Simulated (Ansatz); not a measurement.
**Sr2SiS4 (P2_1/m): how G0W0 depends on its starting point**

How much of the starting functional survives in the G0W0 gap of Sr2SiS4 (P2_1/m)?

Method: G0W0 on several functionals, plane waves, PAW, in Ansatz 0.2.0.

In doubt: masses and optical values from hybrid runs of this build are listed as unsure (step 4), which bears on the screening that GW takes from such a start.

### Step 1. The starting structure

The structure is monoclinic, space group P2_1/m (No. 11). The conventional cell has a = 6.609 Å, b = 6.660 Å, c = 8.262 Å, α = 90.00°, β = 108.22°, γ = 90.00°. Nearest to Sr lie 9 S at 2.96 to 3.80 Å and 4 Si at 3.51 to 3.93 Å. Nearest to Sr lie 8 S at 3.04 to 3.46 Å and 3 Si at 3.71 to 3.89 Å. Si has 4 S at 2.12 to 2.13 Å and 7 Sr at 3.51 to 3.93 Å nearest. Nearest to S lie 1 Si at 2.12 Å and 5 Sr at 3.03 to 3.80 Å. S has 1 Si at 2.13 Å and 4 Sr at 2.96 to 3.46 Å nearest. S has 1 Si at 2.12 Å and 4 Sr at 3.01 to 3.13 Å nearest. Farther neighbours and most contacts between anions are not listed.

The cell and positions are those that the Materials Project relaxed with its own functionals (PBE, PBE+U or r2SCAN), kept fixed. The default PAW set here is soft_2. Its files were made with PBE.

### Step 2. G0W0 on LDA

G0W0 replaces the xc potential by the self-energy, built once from these orbitals. Only a window of levels is corrected, while the sums run over the empty bands that the input names.

This step: G0W0 on LDA, plane waves, PAW.

Contents of input.yaml:

```yaml
crystal:
  lattice:
    - [6.6087392105, 0.0, 0.0]
    - [0.0, 6.65954238, 0.0]
    - [-2.5827482587, 0.0, 7.848229828]
  atoms:
    - { symbol: Sr, position: [0.2836712, 0.75, 0.95180912] }
    - { symbol: Sr, position: [0.7163288, 0.25, 0.04819088] }
    - { symbol: Sr, position: [0.2248299, 0.75, 0.42926377] }
    - { symbol: Sr, position: [0.7751701, 0.25, 0.57073623] }
    - { symbol: Si, position: [0.72130103, 0.75, 0.7968462] }
    - { symbol: Si, position: [0.27869897, 0.25, 0.2031538] }
    - { symbol: S, position: [0.88645343, 0.75, 0.06157594] }
    - { symbol: S, position: [0.11354657, 0.25, 0.93842406] }
    - { symbol: S, position: [0.91690048, 0.75, 0.63566798] }
    - { symbol: S, position: [0.08309952, 0.25, 0.36433202] }
    - { symbol: S, position: [0.51038414, 0.50196672, 0.7372482] }
    - { symbol: S, position: [0.48961586, 0.00196672, 0.2627518] }
    - { symbol: S, position: [0.48961586, 0.49803328, 0.2627518] }
    - { symbol: S, position: [0.51038414, 0.99803328, 0.7372482] }
kpoints:
  mp_grid: { grid: [2, 2, 2] }
hamiltonian:
  xc: lda
scf:
  occupations: { method: fixed }
gw:
  n_empty_bands: 420
  ecut_chi: 66
  qp_bands: [v4, c4]
  qp_kpoints: band_edges
  screening: { model: contour_deformation }
```

The run is started by

```bash
$ ansatz run input.yaml --threads 24 --pin off --max-ram 82944MiB --backend cuda --events-out ev --progress --plain --runs-dir out --devices 1 --max-vram 78GiB
```

Numbers of over 12 decimals in the logs are rounded to 6 here.

The program printed:

```text
GPUs: using 1 of 1 available (devices: 1).
Engine: ansatz 0.2.0, aarch64-unknown-linux-gnu
Pseudopotentials: kind: paw
Pseudopotential: Sr, paw, valence charge 10, recommended cutoff 420 eV (normal), Sr.paw.azcp
Pseudopotential: Si, paw, valence charge 4, recommended cutoff 420 eV (normal), Si.paw.azcp
Pseudopotential: S, paw, valence charge 6, recommended cutoff 420 eV (normal), S.paw.azcp
Functional definition: SPW92
  exchange = slater_x
  correlation = pw_c
[...]
Crystal: 14 atoms, lattice volume = 345.410 Å³
Basis set: ecut = 420 eV, 6751 PW (Γ)
Bands: 62, of which v1, the nominal top of the filled ones, is band 48 counted from 1 (47 counted from 0)
Symmetry: 4 space group operations
Space group: P21/m (ITA 11), of the structure as read, at distance tolerance 7.0e-5 Å
k-points: 8
Non-local potential: Sr, projectors of the file, l = 0: 3, l = 1: 2, l = 2: 2
Non-local potential: Si, projectors of the file, l = 0: 2, l = 1: 2, l = 2: 2
Non-local potential: S, projectors of the file, l = 0: 2, l = 1: 2, l = 2: 2
PAW form: soft (Blöchl's): semilocal exchange-correlation on the pseudo side does not see the compensation charge
PAW frozen core: Sr, regenerated for the run's functional, and the local potential with it (the file was generated under x = pbe(κ = 0.804, μ = 0.219515), c = pbe(β = 0.066725))
PAW frozen core: Si, regenerated for the run's functional, and the local potential with it (the file was generated under x = pbe(κ = 0.804, μ = 0.219515), c = pbe(β = 0.066725))
PAW frozen core: S, regenerated for the run's functional, and the local potential with it (the file was generated under x = pbe(κ = 0.804, μ = 0.219515), c = pbe(β = 0.066725))
PAW one-centre angular grid: Sr, 110 points (default); XC on 64 Gauss nodes
PAW one-centre angular grid: Si, 110 points (default); XC on 64 Gauss nodes
PAW one-centre angular grid: S, 110 points (default); XC on 64 Gauss nodes
Initial density: superposition of atomic densities (neutral atoms: chi_scale 0, normalization atom), corrected by the library's trained network
Initial wavefunctions: pseudopotential atomic-orbital guess
[...]
Functional: x = slater, c = lda
SCF iter   1: F=—  HF=-21973.506394 eV  |F-HF|=—  |Δ(HF+E_count)|=         —  Δρ=5.24e-3  dr2=9.10e-2  ethr=1.77e-3  ⟨swp⟩=6.6  Hψ=1997  notcnv=0  defer=91
preconditioner: auto → Resta (q_TF=auto, 2.204 Å⁻¹)  ε∞=3.3  [insulator: Δε(μ)=2.668 eV  Ē_g=12.343 eV  n_scr=64 (ndim 8)  ℏωp=18.7 eV  f_vac=0.008  ε∞_Penn≈3.3]
SCF iter   2: F=—  HF=-21973.490071 eV  |F-HF|=—  |Δ(HF+E_count)|=   1.63e-2  Δρ=2.75e-3  dr2=2.25e-2  ethr=9.48e-5  ⟨swp⟩=2.8  Hψ=779  notcnv=0  defer=96
SCF iter   3: F=—  HF=-21973.484064 eV  |F-HF|=—  |Δ(HF+E_count)|=   6.01e-3  Δρ=3.82e-4  dr2=5.25e-4  ethr=2.35e-5  ⟨swp⟩=3.0  Hψ=594  notcnv=0  defer=96
SCF iter   4: F=—  HF=-21973.484064 eV  |F-HF|=—  |Δ(HF+E_count)|=   9.61e-8  Δρ=8.38e-5  dr2=3.64e-5  ethr=5.46e-7  ⟨swp⟩=2.2  Hψ=697  notcnv=0  defer=96
SCF iter   5: F=—  HF=-21973.484069 eV  |F-HF|=—  |Δ(HF+E_count)|=   5.05e-6  Δρ=2.59e-5  dr2=2.71e-6  ethr=3.80e-8  ⟨swp⟩=2.4  Hψ=736  notcnv=0  defer=96
SCF iter   6: F=—  HF=-21973.484070 eV  |F-HF|=—  |Δ(HF+E_count)|=   1.09e-6  Δρ=6.45e-6  dr2=2.16e-7  ethr=2.82e-9  ⟨swp⟩=2.0  Hψ=679  notcnv=0  defer=96
SCF iter   7: F=-21973.484070 eV  HF=-21973.484070 eV  |F-HF|=1.40e-8  |Δ(HF+E_count)|=   8.86e-8  Δρ=2.04e-6  dr2=2.62e-8  ethr=1.04e-10  ⟨swp⟩=19.4  Hψ=3235  notcnv=0
SCF 1 converged in 7 iterations: F = -21973.484070 eV  dr2 = 2.62e-8
  greatest PAW one-centre occupation: 0.986 electrons in one spin orbital (limit 2), on the Sr atom at site 1 (counted from 0), in its partial waves of l = 0
[...]
NSCF: frozen V_eff on 8 k-points
the band table was solved once the SCF had ended and its energy, with any forces and stress, was formed, with the checks that follow a solve (2198 applications of the Hamiltonian). They found nothing against the state; the energy, forces and stress were not computed again (output.eigenvalues in the input reference)
[...]
NSCF: frozen V_eff on 8 k-points
G₀W₀ screening: q 1/8
[... further progress lines ...]
[...]
NSCF: frozen V_eff on 1 k-points
[...]
NSCF: frozen V_eff on 1 k-points
SCF converged after 7 iterations
[...]
0    52      9.1309    -6.5919    -3.9401   -11.5374  0.8004    10.1494    10.1363  root
     1    45      4.6760   -17.2833     2.3729   -14.3746  0.7658     4.1362     4.1402  root
     1    46      4.8355   -17.3471     2.3755   -14.4523  0.7658     4.3124     4.3162  root
     1    47      5.0369   -18.1429     2.3775   -15.2835  0.7690     4.5520     4.5550  root
     1    48      5.1967   -18.2571     2.3841   -15.4004  0.7674     4.7212     4.7241  root
     1    49      8.6862    -7.0219    -3.8832   -11.9676  0.8004     9.7628     9.7487  root
     1    50      8.9316    -7.8170    -4.0016   -12.9881  0.7949    10.1193    10.1011  root
     1    51      8.9881    -6.5518    -3.9614   -11.5365  0.8012    10.0248    10.0113  root
     1    52      9.1424    -7.2145    -4.0579   -12.3887  0.7964    10.2753    10.2587  root
     2    45      4.4871   -17.7978     2.4359   -14.8390  0.7651     3.9603     3.9642  root
     2    46      4.4871   -17.7978     2.4359   -14.8390  0.7651     3.9603     3.9642  root
     2    47      4.9188   -17.6199     2.4064   -14.6833  0.7642     4.3847     4.3886  root
     2    48      4.9188   -17.6199     2.4064   -14.6833  0.7642     4.3847     4.3886  root
     2    49      8.8956    -7.1302    -3.9384   -12.1150  0.7971     9.9563     9.9420  root
     2    50      8.8956    -7.1302    -3.9384   -12.1150  0.7971     9.9563     9.9420  root
     2    51      9.3332    -5.8640    -4.0865   -10.9660  0.8031    10.3629    10.3487  root
     2    52      9.3332    -5.8640    -4.0865   -10.9660  0.8031    10.3629    10.3487  root
     3    45      4.7234   -17.6870     2.4147   -14.7560  0.7633     4.2033     4.2071  root
     3    46      4.7234   -17.6870     2.4147   -14.7560  0.7633     4.2033     4.2071  root
     3    47      4.8268   -17.3771     2.3734   -14.4838  0.7636     4.3031     4.3069  root
     3    48      4.8268   -17.3771     2.3734   -14.4838  0.7636     4.3031     4.3069  root
     3    49      8.9791    -7.3870    -3.9922   -12.5082  0.7961    10.1252    10.1081  root
     3    50      8.9791    -7.3870    -3.9922   -12.5082  0.7961    10.1252    10.1081  root
     3    51      9.2770    -6.5765    -4.0634   -11.6902  0.7992    10.3421    10.3273  root
[...]
7    45      4.5858   -17.3977     2.4009   -14.4679  0.7644     4.0529     4.0569  root
     7    46      4.5858   -17.3977     2.4009   -14.4679  0.7644     4.0529     4.0569  root
     7    47      4.6967   -17.3347     2.4361   -14.3471  0.7631     4.1406     4.1451  root
     7    48      4.6967   -17.3347     2.4361   -14.3471  0.7631     4.1406     4.1451  root
     7    49      9.3420    -6.8379    -4.0217   -11.9236  0.7971    10.4217    10.4060  root
     7    50      9.3420    -6.8379    -4.0217   -11.9236  0.7971    10.4217    10.4060  root
     7    51      9.4582    -6.3104    -4.0565   -11.3999  0.7978    10.5064    10.4912  root
     7    52      9.4582    -6.3104    -4.0565   -11.3999  0.7978    10.5064    10.4912  root
```

It took 3.4 s on 1 × NVIDIA GB200 (shared by 2 runs) with 24 threads of Arm Neoverse V2, shared host; peak memory 1.9 GiB.

In the SCF lines HF is the Harris–Foulkes energy and dr2 the Hartree energy of the density residual, in eV; the loop may stop once dr2 is under the threshold and the program's other checks hold. Hψ counts applications of the Hamiltonian.

This step gave:

```
bands summed                                 : 468
RPA ε∞ on this mesh (eigenvalues)            : 4.693, 4.749, 5.246
plane waves in the screening matrix          : 431
q-points in the mesh                         : 8
G0W0 gap on the mesh                         : 4.183 eV
k of the valence top                         : 0, 0, 0
k of the conduction bottom                   : -0.5, 0, 0
starting gap on the mesh                     : 2.755 eV
Z at the valence top                         : 0.7653
Z at the conduction bottom                   : 0.8073
least direct G0W0 gap on the computed points : 4.372 eV
```

The gap on the mesh goes from 2.76 eV to 4.18 eV, a correction of +1.43 eV. Between the two edge states, bare exchange in place of the xc potential would open the gap by 7.60 eV, and correlation takes back 6.18 eV.

### Step 3. G0W0 on r2SCAN

One-shot GW remembers its start. Another functional's orbitals and levels show by how much.

This step: G0W0 on r2SCAN, plane waves, PAW.

input.yaml: that of step 2 with these lines changed.

```diff
@@ -23,3 +23,3 @@
 hamiltonian:
-  xc: lda
+  xc: r2scan
 scf:
```

The program printed:

```text
GPUs: using 1 of 1 available (devices: 1).
[...]
Crystal: 14 atoms, lattice volume = 345.410 Å³
Basis set: ecut = 500 eV, 8735 PW (Γ), exchange–correlation on 200×200×256 points (64 copies of the dense FFT grid, shifted against one another)
Bands: 62, of which v1, the nominal top of the filled ones, is band 48 counted from 1 (47 counted from 0)
Symmetry: 4 space group operations
[...]
k-points: 8
[...]
SCF iter   1: F=—  HF=-22770.275643 eV  |F-HF|=—  |Δ(HF+E_count)|=         —  Δρ=4.35e-3  dr2=6.68e-2  dr2_τ=1.34e-1  ethr=1.77e-3  ⟨swp⟩=6.8  Hψ=2001  notcnv=0  defer=81
[...]
SCF iter   7: F=-22770.525308 eV  HF=-22770.525308 eV  |F-HF|=2.20e-9  |Δ(HF+E_count)|=   4.90e-8  Δρ=2.20e-6  dr2=3.19e-8  dr2_τ=1.85e-9  ethr=1.04e-10  ⟨swp⟩=20.2  Hψ=3353  notcnv=0
SCF 1 converged in 7 iterations: F = -22770.525308 eV  dr2 = 3.19e-8
[...]
NSCF: frozen V_eff on 8 k-points
[...]
SCF converged after 7 iterations
[...]
0    52      9.7756    -6.4634    -3.6939   -10.8665  0.8176    10.4899    10.4848  root
     1    45      4.6741   -17.4297     2.3384   -14.5125  0.7846     4.0914     4.0953  root
     1    46      4.8412   -17.5012     2.3479   -14.5852  0.7844     4.2692     4.2730  root
     1    47      5.0339   -18.2404     2.3366   -15.3842  0.7877     4.5114     4.5144  root
     1    48      5.1877   -18.3350     2.3296   -15.5056  0.7865     4.6852     4.6879  root
     1    49      9.3451    -7.0316    -3.6441   -11.4533  0.8169    10.1287    10.1228  root
     1    50      9.5909    -7.8245    -3.7501   -12.4711  0.8120    10.4958    10.4874  root
     1    51      9.6499    -6.3444    -3.7218   -10.7689  0.8186    10.3575    10.3525  root
[...]
7    49      9.9845    -6.7122    -3.7593   -11.2370  0.8149    10.7562    10.7499  root
     7    50      9.9845    -6.7122    -3.7593   -11.2370  0.8149    10.7562    10.7499  root
     7    51     10.0826    -6.2416    -3.7922   -10.7838  0.8157    10.8388    10.8326  root
     7    52     10.0826    -6.2416    -3.7922   -10.7838  0.8157    10.8388    10.8326  root
```

Wall time 5.5 s (1 × NVIDIA GB200 (shared by 2 runs) with 24 threads); peak memory 2.9 GiB.

This step gave:

```
bands summed                                 : 468
RPA ε∞ on this mesh (eigenvalues)            : 3.978, 4.020, 4.312
plane waves in the screening matrix          : 431
q-points in the mesh                         : 8
G0W0 gap on the mesh                         : 4.533 eV
k of the valence top                         : 0, 0, 0
k of the conduction bottom                   : -0.5, 0, 0
starting gap on the mesh                     : 3.399 eV
Z at the valence top                         : 0.7847
Z at the conduction bottom                   : 0.8243
least direct G0W0 gap on the computed points : 4.727 eV
```

Against the run with 2×2×2 mesh, 420 empty bands, screening to 66 eV on LDA, the gap moves by +0.35 eV, while the start moved by +0.64 eV.

### Step 4. G0W0 on HSE06

This step: G0W0 on HSE06, plane waves, PAW.

input.yaml: that of step 3 with these lines changed.

```diff
@@ -23,3 +23,3 @@
 hamiltonian:
-  xc: r2scan
+  xc: hse06
 scf:
```

The program printed:

```text
GPUs: using 1 of 1 available (devices: 1).
[...]
davidson cushion auto → on  (no smearing: the cushion is to keep the highest requested band from converging to the state above it; pin scf.eigensolver.cushion to override)
[...]
Crystal: 14 atoms, lattice volume = 345.410 Å³
Basis set: ecut = 420 eV, 6751 PW (Γ)
Bands: 62, of which v1, the nominal top of the filled ones, is band 48 counted from 1 (47 counted from 0)
Symmetry: 4 space group operations
[...]
k-points: 8
[...]
1    49      9.5336    -6.7062    -3.5639   -10.8902  0.8298    10.1569    10.1537  root
     1    50      9.7944    -6.4371    -3.6669   -10.7203  0.8292    10.4140    10.4107  root
     1    51      9.8286    -7.3556    -3.6256   -11.6793  0.8259    10.5309    10.5267  root
[...]
7    49     10.1882    -6.3881    -3.6666   -10.6579  0.8277    10.7947    10.7914  root
     7    50     10.1882    -6.3881    -3.6666   -10.6579  0.8277    10.7947    10.7914  root
     7    51     10.2957    -6.0435    -3.6916   -10.3237  0.8277    10.8876    10.8844  root
     7    52     10.2957    -6.0435    -3.6916   -10.3237  0.8277    10.8876    10.8844  root
```

It took 24 s on 1 × NVIDIA GB200 (shared by 2 runs) with 24 threads; peak memory 2.2 GiB.

Numbers from this step:

```yaml
bands_summed: 468
rpa_eps_infinity_on_this_mesh_eigenvalues: 3.722, 3.746, 3.990
plane_waves_in_the_screening_matrix: 431
g0w0_gap_on_the_mesh: 4.705 eV
k_of_the_valence_top: 0, 0, 0
k_of_the_conduction_bottom: -0.5, 0, 0
starting_gap_on_the_mesh: 3.967 eV
least_direct_g0w0_gap_on_the_computed_points: 4.915 eV
```

Against the run with 2×2×2 mesh, 420 empty bands, screening to 66 eV on r2SCAN, the gap moves by +0.17 eV, while the start moved by +0.57 eV.

### Step 5. Side by side

All on the 2×2×2 mesh with 420 empty bands and screening to 66 eV. Times are wall times on 1 × NVIDIA GB200 (shared by 2 runs) with 24 threads of Arm Neoverse V2, shared host, good to a factor of about two.

```tsv
start	starting gap (eV)	shift (eV)	G0W0 gap (eV)	RPA ε∞ (harmonic mean)	Z (valence, conduction)	time
LDA	2.76	+1.43	4.18	4.88	0.77, 0.81	3.4 s
r2SCAN	3.40	+1.13	4.53	4.10	0.78, 0.82	5.5 s
HSE06	3.97	+0.74	4.70	3.82	0.80, 0.84	24 s
```

The parts of the quasiparticle energy at the two band edges (eV; QP = start + Σx + Σc − Vxc):

```tsv
run	edge	start	Σx	Σc	Vxc	Z	QP
LDA	valence top	5.30	-18.04	2.35	-15.21	0.77	4.83
LDA	conduction bottom	8.06	-5.94	-3.83	-10.72	0.81	9.01
r2SCAN	valence top	5.28	-18.13	2.30	-15.34	0.78	4.79
r2SCAN	conduction bottom	8.68	-5.77	-3.59	-9.99	0.82	9.32
HSE06	valence top	4.88	-18.13	2.16	-15.75	0.80	4.66
HSE06	conduction bottom	8.84	-5.61	-3.52	-9.65	0.84	9.36
```

For a hybrid start, Vxc holds its share of exact exchange.

### Step 6. What came out

```json
{
 "G0W0@LDA": "4.18 eV (start 2.76 eV)",
 "G0W0@r2SCAN": "4.53 eV (start 3.40 eV)",
 "G0W0@HSE06": "4.70 eV (start 3.97 eV)",
 "known limits": "not at the basis limit; no spin-orbit coupling; coarse k mesh"
}
```

In words: The starting gaps span 1.21 eV and the G0W0 gaps 0.52 eV. Between LDA and HSE06, 0.52 eV of the 1.21 eV survives, 43 %. HSE06 screens less than LDA (ε∞ 3.82 against 4.88). Of the 0.52 eV by which its G0W0 gap is higher, the correlation part gives +0.50 eV, and exchange with the one-particle terms, which follow the orbitals, +0.03 eV. The smallest correction, +0.74 eV, is on HSE06, the start nearest to reproducing itself. Bands and cutoff are finite, so the gap is not at the basis limit. The miss can reach some tenths of an eV and take either sign; the mesh is an error of its own. The 2×2×2 mesh is coarse for this cell (its supercell is 13 Å along the shortest edge). The RPA ε∞ on it, from the LDA start, is 4.69, 4.75 and 5.25; such meshes misread the long-range screening, most where the gap is narrow. The many-body steps are scalar-relativistic: spin-orbit coupling is not in them.

[Paths, hosts, dates, memory and timing lines, banners, echoed tables and standing remarks are left out of the program output.]

[Logs are printed without paths, hosts, clocks, repeated set-up lines and the standing remarks that a program may print on its own settings, such as how far it seeks lower states.]

[Runs of the session that timed out or met a known fault of the program may be left out.]

[Cells called generated may have been cut or substituted from an entry of the Crystallography Open Database or the Materials Project.]

[Hosts, paths, dates, database ids (printed as entryN), source tags and the programs' standing remarks are cut or masked in the printed files.]
